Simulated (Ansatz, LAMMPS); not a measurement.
# Structural relaxation of Mg2+ triflate in trimethyl phosphate and diglyme, from a frame at 380 K (131 atoms), part 2 of 2

Aim: bring Mg2+ triflate in trimethyl phosphate and diglyme, from a frame at 380 K (131 atoms) to a nearby minimum of the energy and see what moves.

Ansatz 0.2.0; Kohn-Sham DFT, PBEsol, PAW (set soft_2), plane waves.

The cell: 26 C, 28 O, 64 H, 4 P, 2 S, 6 F and 1 Mg. The network of contacts between molecules at the start is that of the classical potential that made the cell. The functional has no dispersion term. The density was typed from a rule of thumb and may lie off the real one at this temperature. Only the Γ point is sampled, in a cell whose shortest periodic width is 12 Å.

So far. Step 4 (Relaxation): The relaxation changed the energy by -58.5 meV/atom, and atoms moved by 0.99 Å r.m.s., 2.2 Å at most.

## (6) Single point at the relaxed geometry

The electronic structure is read at the final geometry, in a run of its own.

The input, input.yaml:

```yaml
crystal:
  lattice:
    - [11.73759, 0.0, 0.0]
    - [0.0, 11.73759, 0.0]
    - [0.0, 0.0, 11.73759]
  atoms:
    - { symbol: C, position: [0.29693, 0.99162, 0.25842] }
    - { symbol: O, position: [0.24552, 0.98539, 0.36746] }
    - { symbol: C, position: [0.1431, 0.9219, 0.36957] }
    - { symbol: C, position: [0.15955, 0.79409, 0.36731] }
    - { symbol: O, position: [0.17444, 0.75528, 0.25389] }
    - { symbol: C, position: [0.20518, 0.63866, 0.24773] }
    - { symbol: C, position: [0.33391, 0.62473, 0.25938] }
    - { symbol: O, position: [0.3681, 0.50964, 0.26895] }
    - { symbol: C, position: [0.36937, 0.45235, 0.16265] }
    - { symbol: H, position: [0.23937, 0.03341, 0.19628] }
    - { symbol: H, position: [0.31955, 0.90655, 0.2253] }
    - { symbol: H, position: [0.37502, 0.04254, 0.26803] }
    - { symbol: H, position: [0.09995, 0.94496, 0.44993] }
    - { symbol: H, position: [0.08681, 0.9473, 0.29775] }
    - { symbol: H, position: [0.23388, 0.77211, 0.42143] }
    - { symbol: H, position: [0.08348, 0.75208, 0.40532] }
    - { symbol: H, position: [0.17461, 0.60612, 0.16502] }
    - { symbol: H, position: [0.16238, 0.58897, 0.31589] }
    - { symbol: H, position: [0.37698, 0.66621, 0.18618] }
    - { symbol: H, position: [0.36345, 0.66802, 0.33747] }
    - { symbol: H, position: [0.39958, 0.36513, 0.17867] }
    - { symbol: H, position: [0.42932, 0.49456, 0.10299] }
    - { symbol: H, position: [0.2845, 0.4486, 0.12214] }
    - { symbol: C, position: [0.49702, 0.12771, 0.05959] }
    - { symbol: O, position: [0.53785, 0.201, 0.9731] }
    - { symbol: C, position: [0.6098, 0.14103, 0.89712] }
    - { symbol: C, position: [0.65514, 0.21943, 0.80652] }
    - { symbol: O, position: [0.74388, 0.29299, 0.84703] }
    - { symbol: C, position: [0.70607, 0.39377, 0.90501] }
    - { symbol: C, position: [0.71723, 0.49372, 0.82532] }
    - { symbol: O, position: [0.83255, 0.49557, 0.78742] }
    - { symbol: C, position: [0.85557, 0.58878, 0.71419] }
    [... 93 atom lines left out ...]
    - { symbol: O, position: [0.97874, 0.33585, 0.91078] }
    - { symbol: C, position: [0.04047, 0.29547, 0.11825] }
    - { symbol: F, position: [0.94512, 0.23928, 0.1435] }
    - { symbol: F, position: [0.08013, 0.34478, 0.21407] }
    - { symbol: F, position: [0.11889, 0.21994, 0.08298] }
    - { symbol: Mg, position: [0.89752, 0.32537, 0.75553] }
kpoints:
  mp_grid: { grid: [1, 1, 1] }
hamiltonian:
  xc: pbesol
scf:
  occupations: { method: fermi_dirac, width: 0.025 }
output:
  forces: true
  stress: true
  populations: true
  dos:
    method: { smearing: { sigma: 0.15 } }
    de: 0.1
    projected: { site_lists: { C: [C], F: [F], H: [H], Mg: [Mg], O: [O] } }
  eigenvalues: true
  write_density: true
  write_potential: true
  volumetric_format: npy
```

On the command line:

```
$ ansatz run input.yaml --threads 4 --pin off --max-ram 8192MiB --backend cpu --events-out ev --progress --plain --runs-dir out
```

Wall time 29 s (4 threads of Arm Neoverse V1, shared host); peak memory 1.9 GiB.

The program notes that the exchange-correlation potential is rough where the density is thin.

Read from the output:

```
free energy                                      : -34565.6700 eV
free energy per atom                             : -263.8601 eV/atom
SCF cycles                                       : 11
pressure                                         : -0.05973 GPa
r.m.s. force component                           : 0.00389 eV/Å
longest force                                    : 0.02175 eV/Å
Fermi energy                                     : 1.599 eV
gap (highest filled to lowest empty level) : 4.644 eV
spilling of the projection                       : 0.01551
```

Löwdin charges by element and coordination (they lack the spilled electrons, 0.050 e an atom on average):

```csv
element,coordination,atoms,mean charge (e),spread,least,most
C,all,26,-0.127,0.237,-0.256,0.652
F,all,6,-0.215,0.0101,-0.227,-0.203
H,all,64,0.201,0.0196,0.155,0.249
Mg,all,1,1.61,0,1.61,1.61
O,all,28,-0.590,0.181,-0.884,-0.329
O,1,6,-0.772,0.0222,-0.807,-0.754
O,2,20,-0.557,0.173,-0.884,-0.329
O,3,2,-0.377,0.013,-0.390,-0.364
P,all,4,2.14,0.0162,2.13,2.17
S,all,2,2.29,1.0e-4,2.29,2.29
```

States in the cell by windows of 1 eV, zero at the Fermi level; the larger projections on atomic orbitals stand beside the total:

```csv
from (eV),to (eV),total,O p,C p,H s,F p,C s
-14,-13,16.3,3.2,0.8,4.3,0.0,6.4
-13,-12,7.3,0.7,1.4,0.9,1.5,1.1
-12,-11,17.9,1.7,3.7,2.4,5.6,2.0
-11,-10,10.2,3.4,1.8,1.2,0.6,0.6
-10,-9,27.3,10.5,9.2,3.6,0.1,0.7
-9,-8,39.5,14.8,12.9,5.0,3.0,0.3
-8,-7,54.4,16.0,17.0,7.5,10.4,0.3
-7,-6,23.4,4.3,6.4,3.3,8.2,0.1
-6,-5,40.0,17.1,11.6,8.1,0.2,0.1
-5,-4,47.4,31.8,6.5,6.1,0.5,0.2
-4,-3,26.3,20.1,2.2,2.3,0.5,0.3
-3,-2,7.8,5.8,0.8,1.1,0.0,0.0
-2,2,0.0,0.0,0.0,0.0,0.0,0.0
2,3,8.9,0.4,1.7,2.3,0.0,0.9
3,4,24.7,1.3,4.8,5.1,0.2,2.2
4,5,40.2,3.5,8.3,6.0,0.9,2.2
```

Between -26 and -14 eV lie 82 more states.

About 20 of the 420 electrons lie in deeper levels, below the stored range.

Not all projections were asked for or kept, so they needn't add up to the total.

The levels nearest the highest filled one (over half full), pooled over k-points and spins:

```csv
level less the highest filled one (eV),occupation
-0.921,2
-0.880,2
-0.608,2
-0.301,2
-0.117,2
0,2
4.64,0
5.07,0
5.13,0
5.19,0
5.28,0
5.42,0
```

Electrostatic potential energy in the bc plane at fractional x = 0.160, with atoms of C and O and H and P within 0.2 Å of it. With pseudopotentials it is smooth inside the atoms' cores, unlike the true potential.

Ten even steps from '0' (-37 eV) to '9' (6 eV), each cell a mean:
```
999999999999994259999999999999999
999999999999999899999999999999999
999999962799999999999999999999999
999999963799999999999999999999999
999999998899999999999999999999999
999999999988889999999999999999999
999999999875457899999999999999999
799999999730003799999999999999987
899999997620002679999999999999998
999999961142124226999999999999999
999999851267778558999999999999999
999998412689999999999999999999999
999974202789999999999999999999999
999952667889999999999999865687568
899998999999999999999998610052005
899999999999999999846898610152015
999999999999999999713787423687678
999999999999999999874253002899999
999999999999999999985466215999999
999999999999999999952689899999999
999999888999999999965899999999999
999999424899999999999999999999999
999999646999998899999999999999999
999999999999994149999999999999999
```
Columns run along b (11.7 Å; values clipped at the 3rd and 97th percentile), rows up along c (11.7 Å). Atoms in or near the plane, at fractional coordinates: C at (0.92, 0.37), C at (0.79, 0.37), O at (0.76, 0.25), H at (0.61, 0.17), H at (0.59, 0.32), P at (0.37, 0.65), H at (0.25, 0.87), H at (0.15, 0.44).

Valence density in the bc plane at fractional x = 0.160, with atoms of C and O and H and P within 0.2 Å of it. It is the smooth field of the valence electrons, not physical close to the nuclei.

Values in e/Å³, 13 rows by 16 columns, each cell a mean:
```
0.0 0.0 0.0 0.1 0.1 0.0 0.4 1.6 0.4 0.0 0.0 0.0 0.0 0.0 0.0 0.0
0.1 0.0 0.0 0.5 0.6 0.1 0.0 0.1 0.0 0.0 0.0 0.1 0.0 0.0 0.0 0.1
0.0 0.0 0.0 0.2 0.3 0.2 0.1 0.0 0.0 0.0 0.0 0.0 0.0 0.0 0.0 0.0
0.1 0.0 0.0 0.0 0.1 0.5 0.4 0.1 0.0 0.0 0.0 0.0 0.0 0.0 0.1 0.1
0.2 0.0 0.0 0.3 0.9 0.5 0.5 0.9 0.4 0.0 0.0 0.0 0.0 0.1 0.1 0.3
0.0 0.0 0.1 1.1 2.5 0.7 0.5 1.6 1.0 0.1 0.0 0.0 0.0 0.0 0.0 0.0
0.0 0.1 0.7 1.4 0.9 0.2 0.1 0.1 0.1 0.0 0.0 0.0 0.1 0.1 0.1 0.1
0.2 0.1 0.6 0.6 0.4 0.1 0.0 0.0 0.0 0.0 0.0 0.2 1.0 0.9 1.0 0.8
0.2 0.0 0.0 0.0 0.0 0.0 0.0 0.0 0.1 0.8 0.4 0.5 1.6 1.2 1.2 1.0
0.1 0.0 0.0 0.0 0.0 0.1 0.1 0.0 0.1 0.8 1.0 2.3 4.1 0.4 0.1 0.1
0.0 0.0 0.0 0.1 0.1 0.2 0.1 0.0 0.1 0.8 0.7 0.5 0.9 0.1 0.0 0.0
0.0 0.0 0.2 2.0 0.7 0.1 0.1 0.1 0.1 0.1 0.1 0.0 0.0 0.0 0.0 0.0
0.0 0.0 0.1 0.9 0.3 0.1 0.5 1.8 0.5 0.0 0.0 0.0 0.0 0.0 0.0 0.0
```
Columns run along b (11.7 Å), rows up along c (11.7 Å). Atoms in or near the plane, at fractional coordinates: C at (0.92, 0.37), C at (0.79, 0.37), O at (0.76, 0.25), H at (0.61, 0.17), H at (0.59, 0.32), P at (0.37, 0.65), H at (0.25, 0.87), H at (0.15, 0.44).

Mean Löwdin charges: C -0.13, F -0.22, H +0.20, Mg +1.61, O -0.59, P +2.14 e (they miss 1.6 % of the electrons, so they add up to more than the cell's charge).

The surroundings of Mg131, the only Mg atom, nearest first, numbered as they follow in the input and with coordinates relative to it.

```csv
atom,x,y,z,distance (Å),bonds,Löwdin charge (e)
Mg131,0.00,0.00,0.00,0.00,6,1.61
O84,1.66,0.64,-0.96,2.02,2,-0.88
O117,0.42,-1.97,-0.23,2.02,2,-0.86
O126,0.95,0.12,1.82,2.06,2,-0.85
O67,-1.10,0.11,-1.74,2.06,2,-0.88
O28,-1.80,-0.38,1.07,2.13,3,-0.39
O31,-0.76,2.00,0.37,2.17,3,-0.36
C29,-2.25,0.80,1.75,2.96,4,-0.09
C30,-2.12,1.98,0.82,3.01,4,-0.08
H39,-2.39,-1.86,-0.19,3.03,1,0.21
```

The column of bonds counts only the pairs H-C within 1.34 Å, O-C within 1.73 Å, O-P within 2.02 Å, O-S within 1.88 Å, O-Mg within 2.58 Å, C-C within 1.85 Å, C-F within 1.62 Å, C-S within 2.21 Å; other neighbours, such as metal atoms beside each other in a compound, aren't counted, and periodic images can show an atom twice.

## (7) Summary of results

```
energy change in the relaxation                  : -58.5 meV/atom
r.m.s. displacement                              : 0.988 Å
largest displacement                             : 2.2 Å
free energy per atom                             : -263.8601 eV/atom
pressure                                         : -0.05973 GPa
r.m.s. force component                           : 0.00389 eV/Å
gap (highest filled to lowest empty level) : 4.644 eV
wall time of the 3 DFT runs                      : 8.3 min
```

What this shows: Relaxation lowers the energy by 58.5 meV/atom and moves atoms by 0.99 Å r.m.s.; the r.m.s. force component goes from 1.0 to 0.0039 eV/Å, the pressure goes from 0.50 to -0.060 GPa, and the gap from 4.39 to 4.64 eV. By the final cutoffs no bond was broken or made. First to last step the energy falls by 7.663 eV; the largest move, 2.20 Å, is that of H60, with 1 other atom within 2 % of it. The O-Mg bonds go from 2.041 Å (spread 0.171) to 2.079 Å (spread 0.055). With the cutoffs above, all C atoms have 4, all F atoms have 1, all H atoms have 1 and all Mg atoms have 6 bonded neighbours. Between filled and empty levels lie 4.64 eV (at Γ alone); a semilocal functional tends to put such gaps too low. In a disordered cell it changes from sample to sample and from frame to frame.

What to keep in mind: The network of contacts between molecules at the start is that of the classical potential that made the cell; in DFT atoms moved by 0.99 Å r.m.s.

[Logs are printed without paths, hosts, clocks, repeated set-up lines and the standing remarks that a program may print on its own settings, such as how far it seeks lower states.]

[Hosts, paths, dates, database ids (printed as entryN), source tags and the programs' standing remarks are cut or masked in the printed files.]
